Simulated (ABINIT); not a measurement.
# A GW chain in ABINIT: CsSrF3 (Pm-3m), part 2 of 3

Wanted: ground state, empty states, screening and self-energy for CsSrF3 (Pm-3m).

ABINIT 10.8.3; PBEsol and many-body steps on it, plane waves. Known limits of the many-body steps: not at the basis limit; screening head approximate; coarse k mesh.

So far. Step 2 (Ground state): The gap is direct, at Γ.

**3. Bands along the symmetry lines**

Level of this step: DFT, PBEsol with spin-orbit coupling, plane waves, norm-conserving pseudopotentials (ABINIT).

Levels along a band path, at the cheap level, show where the edges lie and whether the meshes to come will hold them.

Input file run.abi:

```
acell 3*1.0 Angstrom
rprim 
  4.763247010000 0.000000000000 0.000000000000
  0.000000000000 4.763247010000 0.000000000000
  0.000000000000 0.000000000000 4.763247010000
ntypat 3
znucl 55 38 9
natom 5
typat 1 2 3 3 3
xred 
  0.000000000000 0.000000000000 0.000000000000
  0.500000000000 0.500000000000 0.500000000000
  0.000000000000 0.500000000000 0.500000000000
  0.500000000000 0.000000000000 0.500000000000
  0.500000000000 0.500000000000 0.000000000000
pp_dirpath "pseudos"
pseudos "Cs.upf, Sr.upf, F.upf"
ecut 36
nspinor 2
iscf -2
irdden 1
kptopt 0
nkpt 26
kpt 
  0.00000000 0.00000000 0.00000000
  0.00000000 0.12500000 0.00000000
  0.00000000 0.25000000 0.00000000
  0.00000000 0.37500000 0.00000000
  0.00000000 0.50000000 0.00000000
  0.12500000 0.50000000 0.00000000
  0.25000000 0.50000000 0.00000000
  0.37500000 0.50000000 0.00000000
  0.50000000 0.50000000 0.00000000
  0.37500000 0.37500000 0.00000000
  0.25000000 0.25000000 0.00000000
  0.12500000 0.12500000 0.00000000
  0.00000000 0.00000000 0.00000000
  0.12500000 0.12500000 0.12500000
  0.25000000 0.25000000 0.25000000
  0.37500000 0.37500000 0.37500000
  0.50000000 0.50000000 0.50000000
  0.37500000 0.50000000 0.37500000
  0.25000000 0.50000000 0.25000000
  0.12500000 0.50000000 0.12500000
  0.00000000 0.50000000 0.00000000
  0.50000000 0.50000000 0.50000000
  0.50000000 0.50000000 0.37500000
  0.50000000 0.50000000 0.25000000
  0.50000000 0.50000000 0.12500000
  0.50000000 0.50000000 0.00000000
istwfk *1
nband 56
nbdbuf 6
tolwfr 1e-08
nstep 40
prtwf 0
prtvol 0
indata_prefix "in"
outdata_prefix "out"
tmpdata_prefix "tmp"
```

The run is started by

```
$ OMP_NUM_THREADS=1 mpirun -n 4 abinit run.abi > log
```

Numbers of over 12 decimals in the logs are rounded to 6 here.

The program printed:

```text
.Version 10.8.3 of ABINIT. v10.8.2 released Aug 2026.

 Symmetries : space group Pm -3 m (#221); Bravais cP (primitive cubic)
[... echo of the input left out ...]
== DATASET  1 ==================================================================
-   mpi_nproc: 4, omp_nthreads: 1 (-1 if OMP is not activated)

--- !DatasetInfo
iteration_state: {dtset: 1, }
dimensions: {natom: 5, nkpt: 26, mband: 56, nsppol: 1, nspinor: 2, nspden: 1, mpw: 7568, }
cutoff_energies: {ecut:  36.0, pawecutdg:  -1.0, }
electrons: {nelect:   4.00000000E+01, charge:   0.00000000E+00, occopt:   1.00000000E+00, tsmear:   1.00000000E-02, }

 Real(R)+Recip(G) space primitive vectors, cartesian coordinates (Bohr,Bohr^-1):
 R(1)=  9.0012323  0.0000000  0.0000000  G(1)=  0.1110959  0.0000000  0.0000000
 R(2)=  0.0000000  9.0012323  0.0000000  G(2)=  0.0000000  0.1110959  0.0000000
 R(3)=  0.0000000  0.0000000  9.0012323  G(3)=  0.0000000  0.0000000  0.1110959
 Unit cell volume ucvol=  7.2929949E+02 bohr^3
 Angles (23,13,12)=  9.00000000E+01  9.00000000E+01  9.00000000E+01 degrees

 getcut: wavevector=  0.0000  0.0000  0.0000  ngfft=  50  50  50
         ecut(hartree)=     36.000   => boxcut(ratio)=   2.05661

--- Pseudopotential description ------------------------------------------------
- Cs Generated using ONCVPSP code by D. R. Hamann
- 55.00000   9.00000  180509                  znucl, zion, pspdat
12 -116133 3 -1 2384                          pspcod,pspxc,lmax,lloc,mmax
     nproj     2     4     4     2
     spin-orbit psp
        nprojso     4     4     4
  pspatm : epsatm=   22.12317220
         --- l  ekb(1:nproj) -->
             0    0.766533    6.213386
             1    6.294918    0.798812    0.024117    0.000128
             2    3.781903    0.916274    0.004041    0.000060
             3   -9.231504   -2.458610
  spin-orbit 1   -0.607116    0.409880    0.111045   -0.002249
  spin-orbit 2    0.151129   -0.067943    0.022411   -0.001632
  spin-orbit 3    0.009571    0.004890   -0.000260   -0.000079
 pspatm: atomic psp has been read  and splines computed

- Sr Generated using ONCVPSP code by D. R. Hamann
- 38.00000  10.00000  180509                  znucl, zion, pspdat
12 -116133 2 -1 1834                          pspcod,pspxc,lmax,lloc,mmax
     nproj     2     3     3     0
     spin-orbit psp
        nprojso     4     4     0
  pspatm : epsatm=   12.47097320
         --- l  ekb(1:nproj) -->
             0    1.043221   10.028198
             1    7.487387    1.686157    0.017026
             2    4.163176    0.969603    0.000705
  spin-orbit 1    0.855739   -0.352134    0.098972   -0.000031
  spin-orbit 2    0.159247   -0.017814    0.009107   -0.000188
 pspatm: atomic psp has been read  and splines computed

- F Generated using ONCVPSP code by D. R. Hamann
-  9.00000   7.00000  180509                  znucl, zion, pspdat
[...]
4.4615E-01  4.4615E-01
 Non-SCF case, kpt   26 (  0.50000  0.50000  0.00000), residuals and eigenvalues=
[...]
3.2559E-01  3.2559E-01  3.4034E-01  3.4034E-01  3.4067E-01  3.4067E-01
  4.0603E-01  4.0603E-01  4.1026E-01  4.1026E-01  4.1982E-01  4.1982E-01
  4.4703E-01  4.4704E-01

--- !ResultsGS
iteration_state: {dtset: 1, }
comment   : Summary of ground state results
lattice_vectors:
- [  9.0012323,   0.0000000,   0.0000000, ]
- [  0.0000000,   9.0012323,   0.0000000, ]
- [  0.0000000,   0.0000000,   9.0012323, ]
lattice_lengths: [   9.00123,    9.00123,    9.00123, ]
lattice_angles: [ 90.000,  90.000,  90.000, ] # degrees, (23, 13, 12)
lattice_volume:   7.2929949E+02
convergence: {deltae:  0.000E+00, res2:  0.000E+00, residm:  9.998E-09, diffor:  0.000E+00, }
etotal    :  -1.31632168E+02
entropy   :   0.00000000E+00
fermie    :   1.07701051E-02
cartesian_stress_tensor: null
pressure_GPa: null
xred      :
- [  0.0000E+00,   0.0000E+00,   0.0000E+00, Cs]
- [  5.0000E-01,   5.0000E-01,   5.0000E-01, Sr]
- [  0.0000E+00,   5.0000E-01,   5.0000E-01,  F]
- [  5.0000E-01,   0.0000E+00,   5.0000E-01,  F]
- [  5.0000E-01,   5.0000E-01,   0.0000E+00,  F]
cartesian_forces: null
force_length_stats: {min: null, max: null, mean: null, }

 Integrated electronic density in atomic spheres:
 ------------------------------------------------
 Atom  Sphere_radius  Integrated_density
[...]
================================================================================

 ----iterations are completed or convergence reached----

 Mean square residual over all n,k,spin=   68.877E-10; max=  99.980E-10
 reduced coordinates (array xred) for    5 atoms
[...]
0.500000000000      0.000000000000      0.500000000000
       0.500000000000      0.500000000000      0.000000000000

 cartesian coordinates (angstrom) at end:
    1      0.000000     0.000000     0.000000
    2      2.381624     2.381624     2.381624
    3      0.000000     2.381624     2.381624
    4      2.381624     0.000000     2.381624
    5      2.381624     2.381624     0.000000
 length scales=  1.889726125908  1.889726125908  1.889726125908 bohr
              =  1.000000000000  1.000000000000  1.000000000000 angstroms
 prteigrs : about to open file out_EIG
 Eigenvalues (hartree) for nkpt=  26  k points:
 kpt#   1, nband= 56, wtk=  1.00000, kpt=  0.0000  0.0000  0.0000 (reduced coord)
[...]
kpt#   2, nband= 56, wtk=  1.00000, kpt=  0.0000  0.1250  0.0000 (reduced coord)
[...]
kpt#   3, nband= 56, wtk=  1.00000, kpt=  0.0000  0.2500  0.0000 (reduced coord)
[...]
kpt#  25, nband= 56, wtk=  1.00000, kpt=  0.5000  0.5000  0.1250 (reduced coord)
[...]
kpt#  26, nband= 56, wtk=  1.00000, kpt=  0.5000  0.5000  0.0000 (reduced coord)
[...]
0.30960    0.30960    0.32559    0.32559    0.34034    0.34034    0.34067    0.34067
   0.40603    0.40603    0.41026    0.41026    0.41982    0.41982    0.44703    0.44704

== END DATASET(S) ==============================================================
================================================================================

 -outvars: echo values of variables after computation  --------
            nband          56
             nkpt          26
          spgroup         221
 [... the other variables as echoed above ...]

 Calculation completed.
```

Wall time 5.3 min (4 MPI ranks of Arm Neoverse V1, shared host); peak memory 0.67 GiB.

Numbers from this step:

* gap: 6.227 eV
* k of the valence top: 0, 0, 0
* k of the conduction bottom: 0, 0, 0
* least direct gap: 6.227 eV

The gap is 6.227 eV, as in the run before at this level.

The electronic bands at the labelled points (eV, zero at the top of the highest filled band):

```csv
point,band 37,band 38,band 39,band 40,band 41,band 42,band 43,band 44
Γ,0.00,0.00,0.00,0.00,6.23,6.23,7.67,7.67
halfway,-0.09,-0.09,-0.01,-0.01,6.98,6.98,8.04,8.04
X,-0.10,-0.10,-0.01,-0.01,7.85,7.85,8.48,8.48
halfway,-0.14,-0.14,-0.06,-0.06,8.30,8.30,8.59,8.59
M,-0.07,-0.07,-0.06,-0.06,8.13,8.13,8.57,8.57
halfway,-0.16,-0.16,-0.06,-0.06,7.57,7.57,8.40,8.40
Γ,0.00,0.00,0.00,0.00,6.23,6.23,7.67,7.67
halfway,-0.20,-0.20,-0.19,-0.19,8.05,8.05,8.83,8.83
R,-0.04,-0.04,-0.04,-0.04,8.44,8.44,8.44,8.44
halfway,-0.17,-0.17,-0.15,-0.15,8.47,8.47,8.89,8.89
X,-0.10,-0.10,-0.01,-0.01,7.85,7.85,8.48,8.48
jump to R,-0.04,-0.04,-0.04,-0.04,8.44,8.44,8.44,8.44
halfway,-0.15,-0.15,-0.05,-0.05,8.31,8.31,8.74,8.74
M,-0.07,-0.07,-0.06,-0.06,8.13,8.13,8.57,8.57
```

**4. Empty states on the mesh, 2×2×2 mesh, 160 bands**

The sums over transitions need many empty states on a uniform mesh; this step solves for them.

Input file run.abi:

```
acell 3*1.0 Angstrom
rprim 
  4.763247010000 0.000000000000 0.000000000000
  0.000000000000 4.763247010000 0.000000000000
  0.000000000000 0.000000000000 4.763247010000
ntypat 3
znucl 55 38 9
natom 5
typat 1 2 3 3 3
xred 
  0.000000000000 0.000000000000 0.000000000000
  0.500000000000 0.500000000000 0.500000000000
  0.000000000000 0.500000000000 0.500000000000
  0.500000000000 0.000000000000 0.500000000000
  0.500000000000 0.500000000000 0.000000000000
pp_dirpath "pseudos"
pseudos "Cs.upf, Sr.upf, F.upf"
ecut 36
nspinor 2
ngkpt 2 2 2
nshiftk 1
shiftk 0 0 0
kptopt 1
chksymbreak 0
iscf -2
irdden 1
istwfk *1
nband 160
nbdbuf 14
tolwfr 1e-09
nstep 60
prtvol 0
indata_prefix "in"
outdata_prefix "out"
tmpdata_prefix "tmp"
```

The program printed:

```text
.Version 10.8.3 of ABINIT. v10.8.2 released Aug 2026.

 Symmetries : space group Pm -3 m (#221); Bravais cP (primitive cubic)
[... echo of the input left out ...]
== DATASET  1 ==================================================================
-   mpi_nproc: 4, omp_nthreads: 1 (-1 if OMP is not activated)

--- !DatasetInfo
iteration_state: {dtset: 1, }
dimensions: {natom: 5, nkpt: 4, mband: 160, nsppol: 1, nspinor: 2, nspden: 1, mpw: 7568, }
cutoff_energies: {ecut:  36.0, pawecutdg:  -1.0, }
electrons: {nelect:   4.00000000E+01, charge:   0.00000000E+00, occopt:   1.00000000E+00, tsmear:   1.00000000E-02, }

 Real(R)+Recip(G) space primitive vectors, cartesian coordinates (Bohr,Bohr^-1):
 R(1)=  9.0012323  0.0000000  0.0000000  G(1)=  0.1110959  0.0000000  0.0000000
 R(2)=  0.0000000  9.0012323  0.0000000  G(2)=  0.0000000  0.1110959  0.0000000
 R(3)=  0.0000000  0.0000000  9.0012323  G(3)=  0.0000000  0.0000000  0.1110959
 Unit cell volume ucvol=  7.2929949E+02 bohr^3
 Angles (23,13,12)=  9.00000000E+01  9.00000000E+01  9.00000000E+01 degrees

 getcut: wavevector=  0.0000  0.0000  0.0000  ngfft=  50  50  50
         ecut(hartree)=     36.000   => boxcut(ratio)=   2.05661

--- Pseudopotential description ------------------------------------------------
- Cs Generated using ONCVPSP code by D. R. Hamann
- 55.00000   9.00000  180509                  znucl, zion, pspdat
12 -116133 3 -1 2384                          pspcod,pspxc,lmax,lloc,mmax
     nproj     2     4     4     2
     spin-orbit psp
        nprojso     4     4     4
  pspatm : epsatm=   22.12317220
         --- l  ekb(1:nproj) -->
             0    0.766533    6.213386
             1    6.294918    0.798812    0.024117    0.000128
             2    3.781903    0.916274    0.004041    0.000060
             3   -9.231504   -2.458610
  spin-orbit 1   -0.607116    0.409880    0.111045   -0.002249
  spin-orbit 2    0.151129   -0.067943    0.022411   -0.001632
  spin-orbit 3    0.009571    0.004890   -0.000260   -0.000079
 pspatm: atomic psp has been read  and splines computed

- Sr Generated using ONCVPSP code by D. R. Hamann
- 38.00000  10.00000  180509                  znucl, zion, pspdat
12 -116133 2 -1 1834                          pspcod,pspxc,lmax,lloc,mmax
     nproj     2     3     3     0
     spin-orbit psp
        nprojso     4     4     0
  pspatm : epsatm=   12.47097320
         --- l  ekb(1:nproj) -->
             0    1.043221   10.028198
             1    7.487387    1.686157    0.017026
             2    4.163176    0.969603    0.000705
  spin-orbit 1    0.855739   -0.352134    0.098972   -0.000031
  spin-orbit 2    0.159247   -0.017814    0.009107   -0.000188
 pspatm: atomic psp has been read  and splines computed

- F Generated using ONCVPSP code by D. R. Hamann
-  9.00000   7.00000  180509                  znucl, zion, pspdat
[...]
prteigrs : about to open file out_EIG
 Non-SCF case, kpt    1 (  0.00000  0.00000  0.00000), residuals and eigenvalues=
  2.73E-10  3.61E-10  2.15E-10  3.63E-10  1.48E-10  2.81E-10  3.26E-10  7.17E-10
  4.41E-10  8.26E-10  2.31E-10  9.78E-10  1.64E-10  2.13E-10  2.88E-10  7.89E-10
  1.44E-10  2.29E-10  1.59E-10  2.32E-10  3.29E-10  8.80E-10  2.73E-10  9.07E-10
[...]
-1.0824E+00 -1.0824E+00 -6.8175E-01 -6.8175E-01 -6.7962E-01 -6.7962E-01
 -6.7962E-01 -6.7962E-01 -6.4485E-01 -6.4485E-01 -4.5927E-01 -4.5927E-01
 -4.1954E-01 -4.1954E-01 -4.1954E-01 -4.1954E-01 -2.0383E-01 -2.0383E-01
[...]
1.1645E+00  1.1645E+00  1.1804E+00  1.1804E+00  1.2380E+00  1.2380E+00
  1.2380E+00  1.2380E+00  1.3079E+00  1.3091E+00  1.3215E+00  1.3224E+00
  1.3247E+00  1.3287E+00  1.3325E+00  1.3357E+00
 prteigrs : prtvol=0 or 1, do not print more k-points.

--- !ResultsGS
iteration_state: {dtset: 1, }
comment   : Summary of ground state results
lattice_vectors:
- [  9.0012323,   0.0000000,   0.0000000, ]
- [  0.0000000,   9.0012323,   0.0000000, ]
- [  0.0000000,   0.0000000,   9.0012323, ]
lattice_lengths: [   9.00123,    9.00123,    9.00123, ]
lattice_angles: [ 90.000,  90.000,  90.000, ] # degrees, (23, 13, 12)
lattice_volume:   7.2929949E+02
convergence: {deltae:  0.000E+00, res2:  0.000E+00, residm:  9.977E-10, diffor:  0.000E+00, }
etotal    :  -1.31632168E+02
entropy   :   0.00000000E+00
fermie    :   1.07701051E-02
cartesian_stress_tensor: null
pressure_GPa: null
xred      :
- [  0.0000E+00,   0.0000E+00,   0.0000E+00, Cs]
- [  5.0000E-01,   5.0000E-01,   5.0000E-01, Sr]
- [  0.0000E+00,   5.0000E-01,   5.0000E-01,  F]
- [  5.0000E-01,   0.0000E+00,   5.0000E-01,  F]
- [  5.0000E-01,   5.0000E-01,   0.0000E+00,  F]
cartesian_forces: null
force_length_stats: {min: null, max: null, mean: null, }

 Integrated electronic density in atomic spheres:
 ------------------------------------------------
 Atom  Sphere_radius  Integrated_density
[...]
================================================================================

 ----iterations are completed or convergence reached----

 Mean square residual over all n,k,spin=   49.677E-11; max=  99.770E-11
 reduced coordinates (array xred) for    5 atoms
[...]
0.500000000000      0.000000000000      0.500000000000
       0.500000000000      0.500000000000      0.000000000000

 cartesian coordinates (angstrom) at end:
[...]
4      2.381624     0.000000     2.381624
    5      2.381624     2.381624     0.000000
 length scales=  1.889726125908  1.889726125908  1.889726125908 bohr
              =  1.000000000000  1.000000000000  1.000000000000 angstroms
 prteigrs : about to open file out_EIG
 Eigenvalues (hartree) for nkpt=   4  k points:
 kpt#   1, nband=160, wtk=  0.12500, kpt=  0.0000  0.0000  0.0000 (reduced coord)
[...]
1.16445    1.16445    1.18041    1.18041    1.23798    1.23798    1.23798    1.23798
   1.30789    1.30908    1.32145    1.32241    1.32472    1.32873    1.33250    1.33570
 prteigrs : prtvol=0 or 1, do not print more k-points.

== END DATASET(S) ==============================================================
================================================================================

 -outvars: echo values of variables after computation  --------
            nband         160
             nkpt           4
          spgroup         221
 [... the other variables as echoed above ...]

 Calculation completed.
```

Run time: 3.2 min. Hardware: 4 MPI ranks; peak memory 0.56 GiB.

Numbers from this step:

```yaml
gap: 6.227 eV
k_of_the_valence_top: 0, 0, 0
k_of_the_conduction_bottom: 0, 0, 0
least_direct_gap: 6.227 eV
k_points_computed: 4
lowest_point_of_the_top_converged_band_above_the_valence_top: 31.39 eV
```

On this mesh the gap is 6.227 eV.

**5. Screening, 2×2×2 mesh, 146 bands, screening to 98 eV**

The RPA dielectric matrix is built and inverted for each q.

This step: RPA screening on PBEsol with spin-orbit coupling, plane waves, norm-conserving pseudopotentials.

Edit run.abi of step 4 so:

```diff
@@ -24,10 +24,11 @@
 chksymbreak 0
-iscf -2
-irdden 1
 istwfk *1
-nband 160
-nbdbuf 14
-tolwfr 1e-09
-nstep 60
-prtvol 0
+occopt 1
+irdwfk 1
+optdriver 3
+nband 146
+ecuteps 3.6
+inclvkb 0
+awtr 1
+symchi 1
 indata_prefix "in"
```

The program printed:

```text
.Version 10.8.3 of ABINIT. v10.8.2 released Aug 2026.

 Symmetries : space group Pm -3 m (#221); Bravais cP (primitive cubic)
[... echo of the input left out ...]
== DATASET  1 ==================================================================
-   mpi_nproc: 4, omp_nthreads: 1 (-1 if OMP is not activated)

--- !DatasetInfo
iteration_state: {dtset: 1, }
dimensions: {natom: 5, nkpt: 4, mband: 146, nsppol: 1, nspinor: 2, nspden: 1, mpw: 7568, }
cutoff_energies: {ecut:  36.0, pawecutdg:  -1.0, }
electrons: {nelect:   4.00000000E+01, charge:   0.00000000E+00, occopt:   1.00000000E+00, tsmear:   1.00000000E-02, }

 SCREENING: Calculation of the susceptibility and dielectric matrices

 Based on a program developped by R.W. Godby, V. Olevano, G. Onida, and L. Reining.
 Incorporated in ABINIT by V. Olevano, G.-M. Rignanese, and M. Torrent.
.Using double precision arithmetic ; gwpc =  8

[... cell and pseudopotentials left out ...]
--------------------------------------------------------------------------------

 ==== K-mesh for the wavefunctions ====
 Number of points in the irreducible wedge :     4
[... list of points left out ...]
 Together with 48 symmetry operations and time-reversal symmetry
 yields     8 points in the full Brillouin Zone.

 ==== Q-mesh for the screening function ====
 Number of points in the irreducible wedge :     4
[... list of points left out ...]
 Together with 48 symmetry operations and time-reversal symmetry
 yields     8 points in the full Brillouin Zone.

 setmesh: FFT mesh size selected  =    32x   32x   32
          total number of points  =        32768

 vcoul_init : cutoff-mode = AUXILIARY_FUNCTION
 q-points for optical limit:   1
     1)      0.000010    0.000020    0.000030

- screening: taking advantage of time-reversal symmetry
- Maximum band index for partially occupied states nbvw = 40
- Remaining bands to be divided among processors   nbcw = 106
- Number of bands treated by each node ~26

 Number of electrons calculated from density =   40.0000; Expected =   40.0000
 average of density, n =  0.054847
 r_s =    1.6327
 omega_plasma =   22.5909 [eV]

 calculating chi0 at frequencies [eV] :
  1    0.000000E+00    0.000000E+00
  2    0.000000E+00    2.259085E+01

--------------------------------------------------------------------------------
  q-point number  1        q = ( 0.000000, 0.000000, 0.000000) [r.l.u.]
--------------------------------------------------------------------------------
[... chi0 elements left out ...]
 For q-point:  0.000010 0.000020 0.000030
  dielectric constant =   2.4457
  dielectric constant without local fields =   2.6615

  Average fulfillment of the sum rule on Im[epsilon] for q-point    1 :     39.37  [%]
[... wings left out ...]
  q-point number  2        q = ( 0.500000, 0.000000, 0.000000) [r.l.u.]
--------------------------------------------------------------------------------
[... chi0 elements left out ...]
  Average fulfillment of the sum rule on Im[epsilon] for q-point    2 :     48.90  [%]

 [... 2 further q-points ...]
```

Elapsed: 30 s, on 4 MPI ranks; peak memory 1.7 GiB; 2 min of CPU time.

This step gave:

```yaml
eps_infinity_with_local_fields_on_this_mesh_along_the_program_s_q_direction: 2.446
the_same_without_local_fields: 2.662
plasma_frequency: 22.59 eV
plane_waves_in_the_screening_matrix: 251
```

Local fields lower ε∞ by 8 %. On a Γ-centred mesh this coarse the value itself is usually too large, while a short band sum pulls it down.

(Part 2 of 3 ends here.)

[Paths, hosts, dates, memory and timing lines, banners, echoed tables and standing remarks are left out of the program output.]

[Logs are printed without paths, hosts, clocks, repeated set-up lines and the standing remarks that a program may print on its own settings, such as how far it seeks lower states.]

[Runs of the session that timed out or met a known fault of the program may be left out.]

[Hosts, paths, dates, database ids (printed as entryN), source tags and the programs' standing remarks are cut or masked in the printed files.]

[G0W0 gaps are taken among the corrected bands and points alone; a level outside them can change the order at an edge.]

[Where Ansatz stands beside ABINIT at settings called matched, ABINIT's density can come from a denser mesh and the files from another edition; pairs whose starting gaps differed by over 0.03 eV were left out, so agreement reads better than it is.]
